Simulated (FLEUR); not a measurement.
# How the volume moves the moments of FePt (Tetraferroplatinum), part 2 of 2

Wanted: the trend of the moments of FePt (Tetraferroplatinum) with the volume.

FLEUR MaX-R8.1; PBE; all-electron FLAPW, Dirac cores, scalar-relativistic bands.

So far, largest spin moment in the muffin-tin sphere (μB): step 2 (factor 1, start ferro +) 2.99; step 3 (factor 1, start antiferro q=(0,1/2,0) +-) 2.93; step 5 (factor 1.12, start ferro +) 3.15.

### Step 6. Factor 1.12, start antiferro q=(0,1/2,0) +-

The k list default-1 (kpts.xml, not shown) is a Γ-centred 10×5×10 mesh.

The input, inp.xml:

```
<?xml version="1.0" encoding="UTF-8" standalone="no"?>
<fleurInput fleurInputVersion="0.39">
   <comment>
      FePt
   </comment>
   <calculationSetup>
      <cutoffs Kmax="3.6" Gmax="10.8" GmaxXC="10.8" numbands="0"/>
      <scfLoop itmax="110" minDistance="0.00002" maxIterBroyd="15" imix="Anderson" alpha="0.05" precondParam="0.0" spinf="2.0" sdNocoIR="T"/>
      <coreElectrons ctail="T" frcor="F" kcrel="0" coretail_lmax="0"/>
      <xcFunctional name="pbe" relativisticCorrections="F"/>
      <magnetism jspins="2"/>
      <soc l_soc="F" theta="0.0" phi="0.0" spav="F"/>
      <expertModes spex="0" secvar="F"/>
      <geometryOptimization l_f="F" forcealpha="1.0" forcemix="BFGS" epsdisp="0.00001" epsforce="0.00001"/>
      <ldaU l_linMix="F" mixParam="0.05" spinf="1.0"/>
   </calculationSetup>
   <cell>
      <bzIntegration valenceElectrons="64.0" mode="hist" fermiSmearingEnergy="0.00183747">
         <kPointListSelection listName="default-1"/>
         <xi:include xmlns:xi="http://www.w3.org/2001/XInclude" href="kpts.xml"> </xi:include>
      </bzIntegration>
      <xi:include xmlns:xi="http://www.w3.org/2001/XInclude" href="sym.xml"> </xi:include>
      <bulkLattice scale="1.0">
         <bravaisMatrix>
            <row-1>    5.3448097895883810     0.0000000000000000     0.0000000000000000</row-1>
            <row-2>    0.0000000000000000    10.6896195791767621     0.0000000000000000</row-2>
            <row-3>    0.0000000000000000     0.0000000000000000     7.3004194665810314</row-3>
         </bravaisMatrix>
      </bulkLattice>
   </cell>
   <atomSpecies>
      <species name="Iron (Fe) 2.800" element="Fe" atomicNumber="26">
         <mtSphere radius="2.36" gridPoints="781" logIncrement="0.016"/>
         <atomicCutoffs lmax="8" lnonsphr="6"/>
         <electronConfig flipSpins="F">
            <coreConfig>(1s1/2) (2s1/2) (2p1/2) (2p3/2)</coreConfig>
            <valenceConfig>(3s1/2) (3p1/2) (3p3/2) (4s1/2) (3d3/2) (3d5/2)</valenceConfig>
            <stateOccupation state="(3d3/2)" spinUp="1.4" spinDown="1.0"/>
            <stateOccupation state="(3d5/2)" spinUp="3.0" spinDown="0.6"/>
         </electronConfig>
         <energyParameters s="4" p="4" d="3" f="4"/>
         <lo type="SCLO" l="0" n="3" eDeriv="0"/>
         <lo type="SCLO" l="1" n="3" eDeriv="0"/>
      </species>
      <species name="Iron (Fe) -2.800" element="Fe" atomicNumber="26">
         <mtSphere radius="2.36" gridPoints="781" logIncrement="0.016"/>
         <atomicCutoffs lmax="8" lnonsphr="6"/>
         <electronConfig flipSpins="F">
            <coreConfig>(1s1/2) (2s1/2) (2p1/2) (2p3/2)</coreConfig>
            <valenceConfig>(3s1/2) (3p1/2) (3p3/2) (4s1/2) (3d3/2) (3d5/2)</valenceConfig>
            <stateOccupation state="(3d3/2)" spinUp="1.0" spinDown="1.4"/>
            <stateOccupation state="(3d5/2)" spinUp="0.6" spinDown="3.0"/>
         </electronConfig>
         <energyParameters s="4" p="4" d="3" f="4"/>
         <lo type="SCLO" l="0" n="3" eDeriv="0"/>
         <lo type="SCLO" l="1" n="3" eDeriv="0"/>
      </species>
      <species name="Platinum (Pt)" element="Pt" atomicNumber="78">
         <mtSphere radius="2.36" gridPoints="781" logIncrement="0.017"/>
         <atomicCutoffs lmax="8" lnonsphr="6"/>
         <electronConfig flipSpins="F">
            <coreConfig>(1s1/2) (2s1/2) (2p1/2) (2p3/2) (3s1/2) (3p1/2) (3p3/2) (4s1/2) (3d3/2) (3d5/2) (4p1/2) (4p3/2) (5s1/2) (4d3/2) (4d5/2) (4f5/2) (4f7/2)</coreConfig>
            <valenceConfig>(5p1/2) (5p3/2) (6s1/2) (5d3/2) (5d5/2)</valenceConfig>
            <stateOccupation state="(6s1/2)" spinUp="0.500000" spinDown="0.500000"/>
            <stateOccupation state="(5d3/2)" spinUp="1.800000" spinDown="1.800000"/>
            <stateOccupation state="(5d5/2)" spinUp="2.700000" spinDown="2.700000"/>
         </electronConfig>
         <energyParameters s="6" p="6" d="5" f="5"/>
         <lo type="SCLO" l="1" n="5" eDeriv="0"/>
      </species>
   </atomSpecies>
   <atomGroups>
      <atomGroup species="Iron (Fe) 2.800">
         <relPos label="                   1">.0000000000 .0000000000 .0000000000</relPos>
         <force calculate="T" relaxXYZ="TTT"/>
      </atomGroup>
      <atomGroup species="Iron (Fe) -2.800">
         <relPos label="                   2">.0000000000 1.000/2.000 .0000000000</relPos>
         <force calculate="T" relaxXYZ="TTT"/>
      </atomGroup>
      <atomGroup species="Platinum (Pt)">
         <relPos label="                   3">1.000/2.000 1.000/4.000 1.000/2.000</relPos>
         <relPos label="                   4">1.000/2.000 -1.000/4.000 1.000/2.000</relPos>
         <force calculate="T" relaxXYZ="TTT"/>
      </atomGroup>
   </atomGroups>
   <output dos="F" band="F" slice="F">
      <bandDOS minEnergy="-.5*Htr" maxEnergy="0.5*Htr" sigma="0.015" storeEVData="T"/>
      <plotting iplot="0" polar="F">
         <plot TwoD="T" vec1="  1.0  0.0  0.0" vec2="  0.0  1.0  0.0" vec3="  0.0  0.0  1.0" zero="  0.0  0.0  0.0" file="plot"/>
      </plotting>
      <moessbauerParams electricFieldGradient="F" isomerShift="F" coreHyperfine="F" valenceHyperfine="F"/>
   </output>
</fleurInput>
```

The input, crystal.txt:

```
FePt
&input film=F cartesian=F /
2.82835153730  0.00000000000  0.00000000000
0.00000000000  5.65670307460  0.00000000000
0.00000000000  0.00000000000  3.86321561180
1.8897261246
1.0 1.0 1.0

4
26 0.00000000000  0.00000000000  0.00000000000 : 2.800
26 0.00000000000  0.50000000000  0.00000000000 : -2.800
78 0.50000000000  0.25000000000  0.50000000000
78 0.50000000000  0.75000000000  0.50000000000

&kpt div1=10 div2=5 div3=10 gamma=T /
```

Command:

```
OMP_NUM_THREADS=1 inpgen -f crystal.txt > inpgen.log  # inp.xml is then edited as shown
OMP_NUM_THREADS=1 mpirun -n 8 fleur_MPI > fleur.log
```

Elapsed: 52 s, on 8 MPI ranks of AMD EPYC 7B13 (Zen 3), shared host; peak memory 0.57 GiB; 6.9 min of CPU time.

Numbers from this step:

* free energy: -1073192.1006 eV
* program's band gap on this mesh (in a metal only a level spacing): 9.00e-9 eV
* magnetization: 0 μB
* final state: antiferromagnetic
* largest moment: 3.144 μB

After 28 cycles the largest moment stands at 3.14 μB.

### Step 7. Trends

In all 27 runs were made at the factors 0.88, 0.91, 0.94, 0.97, 1, 1.03, 1.06, 1.09 and 1.12, of which 27 converged. The tables hold the factors at which the parallel start converged, and CPU times count converged runs alone. Differences are of free energies.

Final states:

| volume factor | ferro + | antiferro q=(0,1/2,0) +- | no spin polarisation | CPU time (s) |
| --- | --- | --- | --- | --- |
| 0.88 | ferromagnetic | antiferromagnetic | non-magnetic | 541.8 |
| 0.91 | ferromagnetic | antiferromagnetic | non-magnetic | 572.3 |
| 0.94 | ferromagnetic | antiferromagnetic | non-magnetic | 571.8 |
| 0.97 | ferromagnetic | antiferromagnetic | non-magnetic | 595 |
| 1 | ferromagnetic | antiferromagnetic | non-magnetic | 579.3 |
| 1.03 | ferromagnetic | antiferromagnetic | non-magnetic | 620.9 |
| 1.06 | ferromagnetic | antiferromagnetic | non-magnetic | 633.2 |
| 1.09 | ferromagnetic | antiferromagnetic | non-magnetic | 636 |
| 1.12 | ferromagnetic | antiferromagnetic | non-magnetic | 636.5 |

Energy over the lowest point, ferro + against volume factor:

| volume factor | energy over the lowest point, ferro + (meV a primitive cell) |
| --- | --- |
| 0.8800 | 471 |
| 0.9100 | 272 |
| 0.9400 | 135 |
| 0.9700 | 48.4 |
| 1.0000 | 6.19 |
| 1.0300 | 0 |
| 1.0600 | 24.9 |
| 1.0900 | 73.8 |
| 1.1200 | 144 |

The largest sphere moment by volume factor:

| volume factor | ferro + (μB) | antiferro q=(0,1/2,0) +- (μB) |
| --- | --- | --- |
| 0.8800 | 2.75 | 2.56 |
| 0.9100 | 2.83 | 2.68 |
| 0.9400 | 2.89 | 2.78 |
| 0.9700 | 2.94 | 2.86 |
| 1.0000 | 2.99 | 2.93 |
| 1.0300 | 3.03 | 3.00 |
| 1.0600 | 3.07 | 3.05 |
| 1.0900 | 3.11 | 3.10 |
| 1.1200 | 3.15 | 3.14 |

The net moment, ferro + by volume factor:

| volume factor | net moment, ferro + (μB a primitive cell) |
| --- | --- |
| 0.8800 | 3.10 |
| 0.9100 | 3.19 |
| 0.9400 | 3.25 |
| 0.9700 | 3.29 |
| 1.0000 | 3.33 |
| 1.0300 | 3.37 |
| 1.0600 | 3.41 |
| 1.0900 | 3.44 |
| 1.1200 | 3.47 |

Table of energy less that of the parallel start by volume factor; values in meV a seeded atom:

| volume factor | antiferro q=(0,1/2,0) +- | no spin polarisation |
| --- | --- | --- |
| 0.8800 | -40.2 | 348 |
| 0.9100 | -18.1 | 452 |
| 0.9400 | -0.490 | 552 |
| 0.9700 | 12.8 | 646 |
| 1.0000 | 22.3 | 735 |
| 1.0300 | 29.5 | 819 |
| 1.0600 | 35.0 | 899 |
| 1.0900 | 39.4 | 975 |
| 1.1200 | 42.6 | 1046 |

### Step 8. Summary of results

```yaml
largest_moment_parallel_start: 2.75 μB at 0.88, 3.15 μB at 1.12
net_moment_parallel_start: 3.10 to 3.47 μB a primitive cell
start_antiferro_q_0_1_over_2_0_less_the_parallel_start: -40.2 meV at 0.88, +42.6 meV at 1.12, a seeded atom
spinless_run_less_the_parallel_start: +348.1 meV at 0.88, +1046.1 meV at 1.12, a seeded atom
```

In words: The largest moment of the parallel start goes from 2.75 μB at 0.88 to 3.15 μB at 1.12. Its energy is least at 1.03 of the points run. The start antiferro q=(0,1/2,0) +- crosses the parallel start in energy between 0.94 and 0.97. The spinless run lies over the parallel start at every point where both finished. The opposed order is one of several, taken for its small cell; another can lie lower, so the scan does not name the ground state. Atoms were not relaxed at any point.

[Logs and program files are shortened in this print: banners, set-up blocks, solver, clock and traceback lines can be left out without a mark of their own.]

[Logs are printed without paths, hosts, clocks, repeated set-up lines and the standing remarks that a program may print on its own settings, such as how far it seeks lower states.]

[Hosts, paths, dates, database ids (printed as entryN), source tags and the programs' standing remarks are cut or masked in the printed files.]

[Where a cell is said to come from a database of computed structures, the database is the Materials Project.]
